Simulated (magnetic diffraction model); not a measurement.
# Solving a magnetic structure from powder neutron data: Li2FeAgF6

Space group R-3m (no. 166), a = 5.2280 Å, c = 25.5500 Å.

| site | atom | x | y | z |
| --- | --- | --- | --- | --- |
| 6c | Ag | 2/3 | 1/3 | 0.9302 |
| 3a | Fe | 0 | 0 | 0 |
| 3b | Fe | 2/3 | 1/3 | 5/6 |
| 18h | F | 0.5240 | 0.0481 | 0.8717 |
| 18h | F | 0.4767 | 0.9535 | 0.7036 |
| 6c | Li | 0 | 0 | 0.7164 |
| 6c | Li | 0 | 0 | 0.8721 |

This is a made-up structure (elements placed in a structure type, unrelaxed), so the numbers test the method and describe no known phase.

Only Fe is taken to order (form factors of Fe3+); orders and moment sizes are assumed, and not adapted to the symmetry. Radiation: neutrons of λ = 1.8 Å, 8° to 50°; isotropic B of 0.45 Å² (Ag), 0.55 Å² (Fe), 0.56 Å² (F) and 0.7 Å² (Li). Simulated constant-wavelength pattern: nuclear and magnetic terms add, the magnetic one as |2.695 fm × Σ f S⊥ exp(2πi Q·r) exp(−B s²)|², summed over all Q at one angle with the factor 1/(sin²θ cos θ). For collinear order S is the moment m, which repeats by lattice and centring translations R with the sign exp(−2πi k·R). Free-ion form factors, Sears's scattering lengths of 1992, no absorption; a label names one of the reflections at its angle. The strongest nuclear line in the range is 100, and lines under 0.2 are left out.

Above the ordering temperature:

```csv
2θ (°),index,I
12.13,(0 0 3),1.0
23.29,(1 0 1),10.8
24.35,(0 1 2),100.0
24.40,(0 0 6),5.7
28.20,(1 0 4),20.7
30.80,(0 1 5),26.2
36.93,(1 0 7),4.0
40.28,(1 1 0),0.4
40.35,(0 1 8),1.9
42.22,(1 1 3),0.3
47.66,(1 1 6),1.1
47.72,(1 0 10),1.9
49.90,(0 2 4),0.6
```

Below it (cell unchanged):

```csv
2θ (°),I
12.13,28.6
23.29,20.9
24.35,100.0
24.40,5.7
28.20,20.7
30.80,33.3
36.93,8.9
36.97,2.1
40.28,0.4
40.35,1.9
42.22,4.7
47.05,1.5
47.66,1.1
47.72,1.9
49.90,0.6
```

**Question.** Find the propagation vector, then choose among these models:
A. collinear moments along [100], 4.11 μB on Fe; signs + at (0, 0, 0), − at (2/3, 1/3, 5/6)
B. collinear moments along [001], 4.11 μB on Fe; signs + at (0, 0, 0), + at (2/3, 1/3, 5/6)
C. collinear moments along [001], 4.11 μB on Fe; signs + at (0, 0, 0), − at (2/3, 1/3, 5/6)
D. collinear moments along [100], 4.11 μB on Fe; signs + at (0, 0, 0), + at (2/3, 1/3, 5/6)

No line moves, and magnetic intensity falls on nuclear lines such as the one at 12.13°; new lines at (0 2 1) have whole indices that obey the lattice centring, at places with no nuclear intensity to speak of, so the magnetic cell equals the chemical primitive cell: k = 0.

Magnetic intensity, observed (below minus above) and for each model:

| 2θ (°) | index | observed | A | B | C | D |
| --- | --- | --- | --- | --- | --- | --- |
| 12.13 | (0 0 3) | 27.6 | 27.6 | <0.2 | <0.2 | <0.2 |
| 23.29 | (1 0 1) | 10.1 | 10.1 | <0.2 | 19.0 | <0.2 |
| 24.35 | (0 1 2) | <0.2 | <0.2 | 15.7 | <0.2 | 9.8 |
| 24.40 | (0 0 6) | <0.2 | <0.2 | <0.2 | <0.2 | 5.8 |
| 28.20 | (1 0 4) | <0.2 | <0.2 | 8.2 | <0.2 | 8.2 |
| 30.80 | (0 1 5) | 7.1 | 7.1 | <0.2 | 5.5 | <0.2 |
| 36.93 | (1 0 7) | 4.8 | 4.8 | <0.2 | 2.4 | <0.2 |
| 42.22 | (1 1 3) | 4.4 | 4.4 | <0.2 | 7.4 | <0.2 |

Model A matches.

The structure used: k = (0 0 0), collinear moments along [100], 4.11 μB on Fe; signs + at (0, 0, 0), − at (2/3, 1/3, 5/6).

[Logs are printed without paths, hosts, clocks, repeated set-up lines and the standing remarks that a program may print on its own settings, such as how far it seeks lower states.]
